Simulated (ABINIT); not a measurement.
# Y2CrH6 (Fm-3m): G0W0 with ABINIT, start to end, part 2 of 3

How does a plane-wave GW calculation on Y2CrH6 (Fm-3m) run from the first input to the gap?

ABINIT 10.8.3; LDA and many-body steps on it, plane waves. Known limits of the many-body steps: not at the basis limit; mesh may overstate the screening; no spin polarisation; d states lean on the start; no spin-orbit coupling; coarse k mesh.

So far. Step 2 (Ground state): The gap is indirect, with the least direct gap 0.22 eV higher.

## 3. Bands along the symmetry lines

Level of this step: DFT, LDA, plane waves, norm-conserving pseudopotentials (ABINIT).

Levels along a band path, at the cheap level, show where the edges lie and whether the meshes to come will hold them.

The input, run.abi:

```
acell 3*1.0 Angstrom
rprim 
  0.000000000000 3.499313000000 3.499313000000
  3.499313000000 0.000000000000 3.499313000000
  3.499313000000 3.499313000000 -0.000000000000
ntypat 3
znucl 39 24 1
natom 9
typat 1 1 2 3 3 3 3 3 3
xred 
  0.750000000000 0.750000000000 0.750000000000
  0.250000000000 0.250000000000 0.250000000000
  0.000000000000 0.000000000000 0.000000000000
  0.754389000000 0.754389000000 0.245611000000
  0.245611000000 0.754389000000 0.245611000000
  0.754389000000 0.245611000000 0.245611000000
  0.245611000000 0.245611000000 0.754389000000
  0.754389000000 0.245611000000 0.754389000000
  0.245611000000 0.754389000000 0.754389000000
pp_dirpath "pseudos"
pseudos "Y.upf, Cr.upf, H.upf"
ecut 43
iscf -2
irdden 1
kptopt 0
nkpt 26
kpt 
  0.00000000 0.00000000 0.00000000
  0.12500000 0.00000000 0.12500000
  0.25000000 0.00000000 0.25000000
  0.37500000 0.00000000 0.37500000
  0.50000000 0.00000000 0.50000000
  0.53125000 0.06250000 0.53125000
  0.56250000 0.12500000 0.56250000
  0.59375000 0.18750000 0.59375000
  0.62500000 0.25000000 0.62500000
  0.37500000 0.37500000 0.75000000
  0.28125000 0.28125000 0.56250000
  0.18750000 0.18750000 0.37500000
  0.09375000 0.09375000 0.18750000
  0.00000000 0.00000000 0.00000000
  0.12500000 0.12500000 0.12500000
  0.25000000 0.25000000 0.25000000
  0.37500000 0.37500000 0.37500000
  0.50000000 0.50000000 0.50000000
  0.50000000 0.43750000 0.56250000
  0.50000000 0.37500000 0.62500000
  0.50000000 0.31250000 0.68750000
  0.50000000 0.25000000 0.75000000
  0.50000000 0.18750000 0.68750000
  0.50000000 0.12500000 0.62500000
  0.50000000 0.06250000 0.56250000
  0.50000000 0.00000000 0.50000000
istwfk *1
nband 28
nbdbuf 2
tolwfr 1e-08
nstep 40
prtwf 0
prtvol 0
indata_prefix "in"
outdata_prefix "out"
tmpdata_prefix "tmp"
```

Launch:

```bash
> OMP_NUM_THREADS=1 mpirun -n 4 abinit run.abi > log
```

Numbers of over 12 decimals in the logs are rounded to 6 here.

The log of the run:

```text
.Version 10.8.3 of ABINIT. v10.8.2 released Aug 2026.

 Symmetries : space group Fm -3 m (#225); Bravais cF (face-center cubic)
[... echo of the input left out ...]
== DATASET  1 ==================================================================
-   mpi_nproc: 4, omp_nthreads: 1 (-1 if OMP is not activated)

--- !DatasetInfo
iteration_state: {dtset: 1, }
dimensions: {natom: 9, nkpt: 26, mband: 28, nsppol: 1, nspinor: 1, nspden: 1, mpw: 7848, }
cutoff_energies: {ecut:  43.0, pawecutdg:  -1.0, }
electrons: {nelect:   4.20000000E+01, charge:   0.00000000E+00, occopt:   1.00000000E+00, tsmear:   1.00000000E-02, }

 Real(R)+Recip(G) space primitive vectors, cartesian coordinates (Bohr,Bohr^-1):
 R(1)=  0.0000000  6.6127432  6.6127432  G(1)= -0.0756116  0.0756116  0.0756116
 R(2)=  6.6127432  0.0000000  6.6127432  G(2)=  0.0756116 -0.0756116  0.0756116
 R(3)=  6.6127432  6.6127432  0.0000000  G(3)=  0.0756116  0.0756116 -0.0756116
 Unit cell volume ucvol=  5.7832900E+02 bohr^3
 Angles (23,13,12)=  6.00000000E+01  6.00000000E+01  6.00000000E+01 degrees

 getcut: wavevector=  0.0000  0.0000  0.0000  ngfft=  60  60  60
         ecut(hartree)=     43.000   => boxcut(ratio)=   2.17348

--- Pseudopotential description ------------------------------------------------
- Y Generated using ONCVPSP code by D. R. Hamann
- 39.00000  11.00000  180309                  znucl, zion, pspdat
12 -1012 2 -1 1724                            pspcod,pspxc,lmax,lloc,mmax
     nproj     2     2     2
  pspatm : epsatm=   18.49213021
         --- l  ekb(1:nproj) -->
             0   10.120424    0.869710
             1    5.584292    0.424948
             2    1.196176    0.310479
 pspatm: atomic psp has been read  and splines computed

- Cr Generated using ONCVPSP code by D. R. Hamann
- 24.00000  14.00000  180309                  znucl, zion, pspdat
12 -1012 2 -1 1600                            pspcod,pspxc,lmax,lloc,mmax
     nproj     2     2     2
  pspatm : epsatm=   17.33785481
         --- l  ekb(1:nproj) -->
[...]
pspatm: atomic psp has been read  and splines computed

- H Generated using ONCVPSP code by D. R. Hamann
-  1.00000   1.00000  180309                  znucl, zion, pspdat
12 -1012 1 -1 1180                            pspcod,pspxc,lmax,lloc,mmax
     nproj     2     1     0
  pspatm : epsatm=    0.35439867
         --- l  ekb(1:nproj) -->
[...]
1   -0.275071
 pspatm: atomic psp has been read  and splines computed

--------------------------------------------------------------------------------

================================================================================
 prteigrs : about to open file out_EIG
 Non-SCF case, kpt    1 (  0.00000  0.00000  0.00000), residuals and eigenvalues=
  6.73E-09  8.74E-09  9.64E-09  2.81E-09  3.56E-09  8.54E-09  1.57E-09  2.13E-09
[...]
Non-SCF case, kpt   26 (  0.50000  0.00000  0.50000), residuals and eigenvalues=
[...]
5.8534E-02  6.3158E-02  7.6626E-02  1.5467E-01  1.5467E-01  1.5650E-01
  2.1749E-01  2.6999E-01  2.6999E-01  2.8726E-01  3.2359E-01  3.5076E-01
[...]
--- !ResultsGS
iteration_state: {dtset: 1, }
comment   : Summary of ground state results
lattice_vectors:
- [  0.0000000,   6.6127432,   6.6127432, ]
- [  6.6127432,   0.0000000,   6.6127432, ]
- [  6.6127432,   6.6127432,  -0.0000000, ]
lattice_lengths: [   9.35183,    9.35183,    9.35183, ]
lattice_angles: [ 60.000,  60.000,  60.000, ] # degrees, (23, 13, 12)
lattice_volume:   5.7832900E+02
convergence: {deltae:  0.000E+00, res2:  0.000E+00, residm:  9.987E-09, diffor:  0.000E+00, }
etotal    :  -1.74290301E+02
entropy   :   0.00000000E+00
fermie    :   2.78205044E-01
cartesian_stress_tensor: null
pressure_GPa: null
xred      :
- [  7.5000E-01,   7.5000E-01,   7.5000E-01,  Y]
- [  2.5000E-01,   2.5000E-01,   2.5000E-01,  Y]
- [  0.0000E+00,   0.0000E+00,   0.0000E+00, Cr]
- [  7.5439E-01,   7.5439E-01,   2.4561E-01,  H]
- [  2.4561E-01,   7.5439E-01,   2.4561E-01,  H]
- [  7.5439E-01,   2.4561E-01,   2.4561E-01,  H]
- [  2.4561E-01,   2.4561E-01,   7.5439E-01,  H]
- [  7.5439E-01,   2.4561E-01,   7.5439E-01,  H]
- [  2.4561E-01,   7.5439E-01,   7.5439E-01,  H]
cartesian_forces: null
force_length_stats: {min: null, max: null, mean: null, }

 Integrated electronic density in atomic spheres:
 ------------------------------------------------
 Atom  Sphere_radius  Integrated_density
[...]
================================================================================

 ----iterations are completed or convergence reached----

 Mean square residual over all n,k,spin=   58.863E-10; max=  99.873E-10
 reduced coordinates (array xred) for    9 atoms
[...]
0.754389000000      0.245611000000      0.754389000000
       0.245611000000      0.754389000000      0.754389000000

 cartesian coordinates (angstrom) at end:
[...]
length scales=  1.889726125908  1.889726125908  1.889726125908 bohr
              =  1.000000000000  1.000000000000  1.000000000000 angstroms
 prteigrs : about to open file out_EIG
 Eigenvalues (hartree) for nkpt=  26  k points:
 kpt#   1, nband= 28, wtk=  1.00000, kpt=  0.0000  0.0000  0.0000 (reduced coord)
[...]
kpt#   2, nband= 28, wtk=  1.00000, kpt=  0.1250  0.0000  0.1250 (reduced coord)
[...]
kpt#   3, nband= 28, wtk=  1.00000, kpt=  0.2500  0.0000  0.2500 (reduced coord)
[...]
kpt#  25, nband= 28, wtk=  1.00000, kpt=  0.5000  0.0625  0.5625 (reduced coord)
[...]
0.35197    0.37144    0.41838    0.41923
 kpt#  26, nband= 28, wtk=  1.00000, kpt=  0.5000  0.0000  0.5000 (reduced coord)
[...]
-0.55084   -0.53570   -0.53570   -0.53422    0.05853    0.06316    0.07663    0.15467
   0.15467    0.15650    0.21749    0.26999    0.26999    0.28726    0.32359    0.35076
   0.35076    0.36769    0.42136    0.42137

== END DATASET(S) ==============================================================
================================================================================

 -outvars: echo values of variables after computation  --------
            nband          28
             nkpt          26
          spgroup         225
 [... the other variables as echoed above ...]

 Calculation completed.
```

Wall time 51 s (4 MPI ranks of Arm Neoverse V2, shared host); peak memory 0.41 GiB; 3.4 min of CPU time.

Numbers from this step:

```yaml
gap: 0.2463 eV
k_of_the_valence_top: 0, 0, 0
k_of_the_conduction_bottom: 0.5, 0, 0.5
least_direct_gap: 0.4699 eV
```

The gap is 0.246 eV, as in the run before at this level.

The electronic bands at the labelled points (eV, zero at the top of the highest filled band):

```tsv
point	band 18	band 19	band 20	band 21	band 22	band 23	band 24	band 25
Γ	-4.39	0.00	0.00	0.00	1.91	1.91	3.69	4.70
halfway	-3.95	-0.71	-0.08	-0.08	1.23	1.84	2.95	2.95
X	-3.31	-1.65	-0.22	-0.22	0.25	1.23	1.97	1.97
halfway	-3.13	-1.40	-0.30	-0.22	0.45	1.22	1.89	1.97
U	-3.06	-0.96	-0.39	-0.23	0.89	1.19	1.80	1.98
jump to K	-3.06	-0.96	-0.39	-0.23	0.89	1.19	1.80	1.98
halfway	-3.65	-0.48	-0.22	-0.13	1.54	2.07	2.21	2.96
Γ	-4.39	0.00	0.00	0.00	1.91	1.91	3.69	4.70
halfway	-3.86	-0.33	-0.14	-0.14	1.88	1.88	2.80	3.38
L	-3.34	-0.70	-0.34	-0.34	1.50	2.03	2.03	2.19
halfway	-3.18	-0.59	-0.47	-0.29	1.24	1.61	1.62	2.15
W	-3.00	-0.68	-0.68	-0.15	1.21	1.27	1.27	2.21
halfway	-3.07	-1.22	-0.38	-0.19	0.61	1.22	1.73	2.09
X	-3.31	-1.65	-0.22	-0.22	0.25	1.23	1.97	1.97
```

## 4. Empty states on the mesh, 2×2×2 mesh, 60 bands

The sums over transitions need many empty states on a uniform mesh; this step solves for them.

The input, run.abi:

```
acell 3*1.0 Angstrom
rprim 
  0.000000000000 3.499313000000 3.499313000000
  3.499313000000 0.000000000000 3.499313000000
  3.499313000000 3.499313000000 -0.000000000000
ntypat 3
znucl 39 24 1
natom 9
typat 1 1 2 3 3 3 3 3 3
xred 
  0.750000000000 0.750000000000 0.750000000000
  0.250000000000 0.250000000000 0.250000000000
  0.000000000000 0.000000000000 0.000000000000
  0.754389000000 0.754389000000 0.245611000000
  0.245611000000 0.754389000000 0.245611000000
  0.754389000000 0.245611000000 0.245611000000
  0.245611000000 0.245611000000 0.754389000000
  0.754389000000 0.245611000000 0.754389000000
  0.245611000000 0.754389000000 0.754389000000
pp_dirpath "pseudos"
pseudos "Y.upf, Cr.upf, H.upf"
ecut 43
ngkpt 2 2 2
nshiftk 1
shiftk 0 0 0
kptopt 1
chksymbreak 0
iscf -2
irdden 1
istwfk *1
nband 60
nbdbuf 4
tolwfr 1e-09
nstep 60
prtvol 0
indata_prefix "in"
outdata_prefix "out"
tmpdata_prefix "tmp"
```

The log of the run:

```text
.Version 10.8.3 of ABINIT. v10.8.2 released Aug 2026.

 Symmetries : space group Fm -3 m (#225); Bravais cF (face-center cubic)
[... echo of the input left out ...]
== DATASET  1 ==================================================================
-   mpi_nproc: 4, omp_nthreads: 1 (-1 if OMP is not activated)
-    --> not optimal distribution: autoparal keyword recommended in input file <--

--- !DatasetInfo
iteration_state: {dtset: 1, }
dimensions: {natom: 9, nkpt: 3, mband: 60, nsppol: 1, nspinor: 1, nspden: 1, mpw: 7848, }
cutoff_energies: {ecut:  43.0, pawecutdg:  -1.0, }
electrons: {nelect:   4.20000000E+01, charge:   0.00000000E+00, occopt:   1.00000000E+00, tsmear:   1.00000000E-02, }

 Real(R)+Recip(G) space primitive vectors, cartesian coordinates (Bohr,Bohr^-1):
 R(1)=  0.0000000  6.6127432  6.6127432  G(1)= -0.0756116  0.0756116  0.0756116
 R(2)=  6.6127432  0.0000000  6.6127432  G(2)=  0.0756116 -0.0756116  0.0756116
 R(3)=  6.6127432  6.6127432  0.0000000  G(3)=  0.0756116  0.0756116 -0.0756116
 Unit cell volume ucvol=  5.7832900E+02 bohr^3
 Angles (23,13,12)=  6.00000000E+01  6.00000000E+01  6.00000000E+01 degrees

 getcut: wavevector=  0.0000  0.0000  0.0000  ngfft=  60  60  60
         ecut(hartree)=     43.000   => boxcut(ratio)=   2.17348

--- Pseudopotential description ------------------------------------------------
- Y Generated using ONCVPSP code by D. R. Hamann
- 39.00000  11.00000  180309                  znucl, zion, pspdat
12 -1012 2 -1 1724                            pspcod,pspxc,lmax,lloc,mmax
     nproj     2     2     2
  pspatm : epsatm=   18.49213021
         --- l  ekb(1:nproj) -->
             0   10.120424    0.869710
             1    5.584292    0.424948
             2    1.196176    0.310479
 pspatm: atomic psp has been read  and splines computed

- Cr Generated using ONCVPSP code by D. R. Hamann
- 24.00000  14.00000  180309                  znucl, zion, pspdat
12 -1012 2 -1 1600                            pspcod,pspxc,lmax,lloc,mmax
     nproj     2     2     2
  pspatm : epsatm=   17.33785481
         --- l  ekb(1:nproj) -->
[...]
pspatm: atomic psp has been read  and splines computed

- H Generated using ONCVPSP code by D. R. Hamann
-  1.00000   1.00000  180309                  znucl, zion, pspdat
12 -1012 1 -1 1180                            pspcod,pspxc,lmax,lloc,mmax
     nproj     2     1     0
  pspatm : epsatm=    0.35439867
         --- l  ekb(1:nproj) -->
[...]
1   -0.275071
 pspatm: atomic psp has been read  and splines computed

--------------------------------------------------------------------------------

================================================================================
 prteigrs : about to open file out_EIG
 Non-SCF case, kpt    1 (  0.00000  0.00000  0.00000), residuals and eigenvalues=
[...]
6.98E-10  9.53E-10  2.00E-10  3.09E-10  5.05E-10  1.93E-10  5.49E-10  1.72E-10
[...]
2.39E-07  5.18E-10  4.39E-09  9.21E-05
 -2.2866E+00 -1.2766E+00 -1.2731E+00 -1.2492E+00 -1.2492E+00 -1.2492E+00
 -5.4853E-01 -5.4853E-01 -5.4853E-01 -5.3702E-01 -5.3702E-01 -5.3702E-01
 -3.8671E-02  1.0971E-01  1.0971E-01  1.0971E-01  1.1675E-01  1.1675E-01
[...]
1.0537E+00  1.0676E+00  1.0676E+00  1.0676E+00  1.0959E+00  1.0959E+00
  1.0959E+00  1.1086E+00  1.1086E+00  1.1293E+00  1.1293E+00  1.1298E+00
 prteigrs : prtvol=0 or 1, do not print more k-points.

--- !ResultsGS
iteration_state: {dtset: 1, }
comment   : Summary of ground state results
lattice_vectors:
- [  0.0000000,   6.6127432,   6.6127432, ]
- [  6.6127432,   0.0000000,   6.6127432, ]
- [  6.6127432,   6.6127432,  -0.0000000, ]
lattice_lengths: [   9.35183,    9.35183,    9.35183, ]
lattice_angles: [ 60.000,  60.000,  60.000, ] # degrees, (23, 13, 12)
lattice_volume:   5.7832900E+02
convergence: {deltae:  0.000E+00, res2:  0.000E+00, residm:  9.826E-10, diffor:  0.000E+00, }
etotal    :  -1.74290301E+02
entropy   :   0.00000000E+00
fermie    :   2.78205044E-01
cartesian_stress_tensor: null
pressure_GPa: null
xred      :
- [  7.5000E-01,   7.5000E-01,   7.5000E-01,  Y]
- [  2.5000E-01,   2.5000E-01,   2.5000E-01,  Y]
- [  0.0000E+00,   0.0000E+00,   0.0000E+00, Cr]
- [  7.5439E-01,   7.5439E-01,   2.4561E-01,  H]
- [  2.4561E-01,   7.5439E-01,   2.4561E-01,  H]
- [  7.5439E-01,   2.4561E-01,   2.4561E-01,  H]
- [  2.4561E-01,   2.4561E-01,   7.5439E-01,  H]
- [  7.5439E-01,   2.4561E-01,   7.5439E-01,  H]
- [  2.4561E-01,   7.5439E-01,   7.5439E-01,  H]
cartesian_forces: null
force_length_stats: {min: null, max: null, mean: null, }

 Integrated electronic density in atomic spheres:
 ------------------------------------------------
 Atom  Sphere_radius  Integrated_density
[...]
================================================================================

 ----iterations are completed or convergence reached----

 Mean square residual over all n,k,spin=   44.628E-11; max=  98.259E-11
 reduced coordinates (array xred) for    9 atoms
[...]
0.754389000000      0.245611000000      0.754389000000
       0.245611000000      0.754389000000      0.754389000000

 cartesian coordinates (angstrom) at end:
    1      5.248970     5.248970     5.248970
    2      1.749656     1.749656     1.749656
[...]
9      5.279686     3.499313     3.499313
 length scales=  1.889726125908  1.889726125908  1.889726125908 bohr
              =  1.000000000000  1.000000000000  1.000000000000 angstroms
 prteigrs : about to open file out_EIG
 Eigenvalues (hartree) for nkpt=   3  k points:
 kpt#   1, nband= 60, wtk=  0.12500, kpt=  0.0000  0.0000  0.0000 (reduced coord)
[...]
0.66897    0.67090    0.77171    0.77171    0.77171    0.98798    1.05369    1.05369
   1.05369    1.06758    1.06758    1.06758    1.09586    1.09586    1.09586    1.10859
   1.10859    1.12931    1.12931    1.12977
 prteigrs : prtvol=0 or 1, do not print more k-points.

== END DATASET(S) ==============================================================
================================================================================

 -outvars: echo values of variables after computation  --------
            nband          60
             nkpt           3
          spgroup         225
 [... the other variables as echoed above ...]

 Calculation completed.
```

Elapsed: 17 s, on 4 MPI ranks; peak memory 0.35 GiB.

Numbers from this step:

* gap: 0.2463 eV
* k of the valence top: 0, 0, 0
* k of the conduction bottom: 0.5, 0.5, 0
* least direct gap: 0.4699 eV
* k points computed: 3
* lowest point of the top converged band, above the valence top: 21.91 eV

On this mesh the gap is 0.246 eV.

## 5. Screening, 2×2×2 mesh, 56 bands, screening to 87.1 eV

The RPA dielectric matrix is built and inverted for each q.

This step: RPA screening on LDA, plane waves, norm-conserving pseudopotentials.

Changes to run.abi since step 4:

```diff
@@ -27,10 +27,11 @@
 chksymbreak 0
-iscf -2
-irdden 1
 istwfk *1
-nband 60
-nbdbuf 4
-tolwfr 1e-09
-nstep 60
-prtvol 0
+occopt 1
+irdwfk 1
+optdriver 3
+nband 56
+ecuteps 3.2
+inclvkb 2
+awtr 1
+symchi 1
 indata_prefix "in"
```

The log of the run:

```text
.Version 10.8.3 of ABINIT. v10.8.2 released Aug 2026.

 Symmetries : space group Fm -3 m (#225); Bravais cF (face-center cubic)
[... echo of the input left out ...]
== DATASET  1 ==================================================================
-   mpi_nproc: 4, omp_nthreads: 1 (-1 if OMP is not activated)

--- !DatasetInfo
iteration_state: {dtset: 1, }
dimensions: {natom: 9, nkpt: 3, mband: 56, nsppol: 1, nspinor: 1, nspden: 1, mpw: 7848, }
cutoff_energies: {ecut:  43.0, pawecutdg:  -1.0, }
electrons: {nelect:   4.20000000E+01, charge:   0.00000000E+00, occopt:   1.00000000E+00, tsmear:   1.00000000E-02, }

 SCREENING: Calculation of the susceptibility and dielectric matrices

 Based on a program developped by R.W. Godby, V. Olevano, G. Onida, and L. Reining.
 Incorporated in ABINIT by V. Olevano, G.-M. Rignanese, and M. Torrent.
.Using double precision arithmetic ; gwpc =  8

[... cell and pseudopotentials left out ...]
--------------------------------------------------------------------------------

 ==== K-mesh for the wavefunctions ====
 Number of points in the irreducible wedge :     3
[... list of points left out ...]
 Together with 48 symmetry operations and time-reversal symmetry
 yields     8 points in the full Brillouin Zone.

 ==== Q-mesh for the screening function ====
 Number of points in the irreducible wedge :     3
[... list of points left out ...]
 Together with 48 symmetry operations and time-reversal symmetry
 yields     8 points in the full Brillouin Zone.

 setmesh: FFT mesh size selected  =    36x   36x   36
          total number of points  =        46656

 vcoul_init : cutoff-mode = AUXILIARY_FUNCTION
 q-points for optical limit:   1
     1)      0.000010    0.000020    0.000030

- screening: taking advantage of time-reversal symmetry
- Maximum band index for partially occupied states nbvw = 21
- Remaining bands to be divided among processors   nbcw = 35
- Number of bands treated by each node ~8

 Number of electrons calculated from density =   42.0000; Expected =   42.0000
 average of density, n =  0.072623
 r_s =    1.4869
 omega_plasma =   25.9952 [eV]

 calculating chi0 at frequencies [eV] :
  1    0.000000E+00    0.000000E+00
  2    0.000000E+00    2.599518E+01

--------------------------------------------------------------------------------
  q-point number  1        q = ( 0.000000, 0.000000, 0.000000) [r.l.u.]
--------------------------------------------------------------------------------
[... chi0 elements left out ...]
 For q-point:  0.000010 0.000020 0.000030
  dielectric constant =  55.9874
  dielectric constant without local fields =  67.7862

  Average fulfillment of the sum rule on Im[epsilon] for q-point    1 :     41.36  [%]
[... wings left out ...]
  q-point number  2        q = ( 0.500000, 0.000000, 0.000000) [r.l.u.]
--------------------------------------------------------------------------------
[... chi0 elements left out ...]
  Average fulfillment of the sum rule on Im[epsilon] for q-point    2 :     52.82  [%]

 [... 1 further q-points ...]
```

Run time: 6.9 s. Hardware: 4 MPI ranks; peak memory 0.87 GiB; 27 s of CPU time.

This step gave:

| Item | Value |
| --- | --- |
| ε∞ with local fields, on this mesh, along the program's q direction | 55.99 |
| the same without local fields | 67.79 |
| plasma frequency | 26.00 eV |
| plane waves in the screening matrix | 169 |

Local fields lower ε∞ by 17 %. On a Γ-centred mesh this coarse the value itself is usually too large, while a short band sum pulls it down.

(Continued in part 3 of 3.)

[Paths, hosts, dates, memory and timing lines, banners, echoed tables and standing remarks are left out of the program output.]

[Logs are printed without paths, hosts, clocks, repeated set-up lines and the standing remarks that a program may print on its own settings, such as how far it seeks lower states.]

[Runs of the session that timed out or met a known fault of the program may be left out.]

[No measured gap is set beside runs whose start may be inverted or whose files or cutoffs have a known fault.]

[Hosts, paths, dates, database ids (printed as entryN), source tags and the programs' standing remarks are cut or masked in the printed files.]

[G0W0 gaps are taken among the corrected bands and points alone; a level outside them can change the order at an edge.]

[Where Ansatz stands beside ABINIT at settings called matched, ABINIT's density can come from a denser mesh and the files from another edition; pairs whose starting gaps differed by over 0.03 eV were left out, so agreement reads better than it is.]
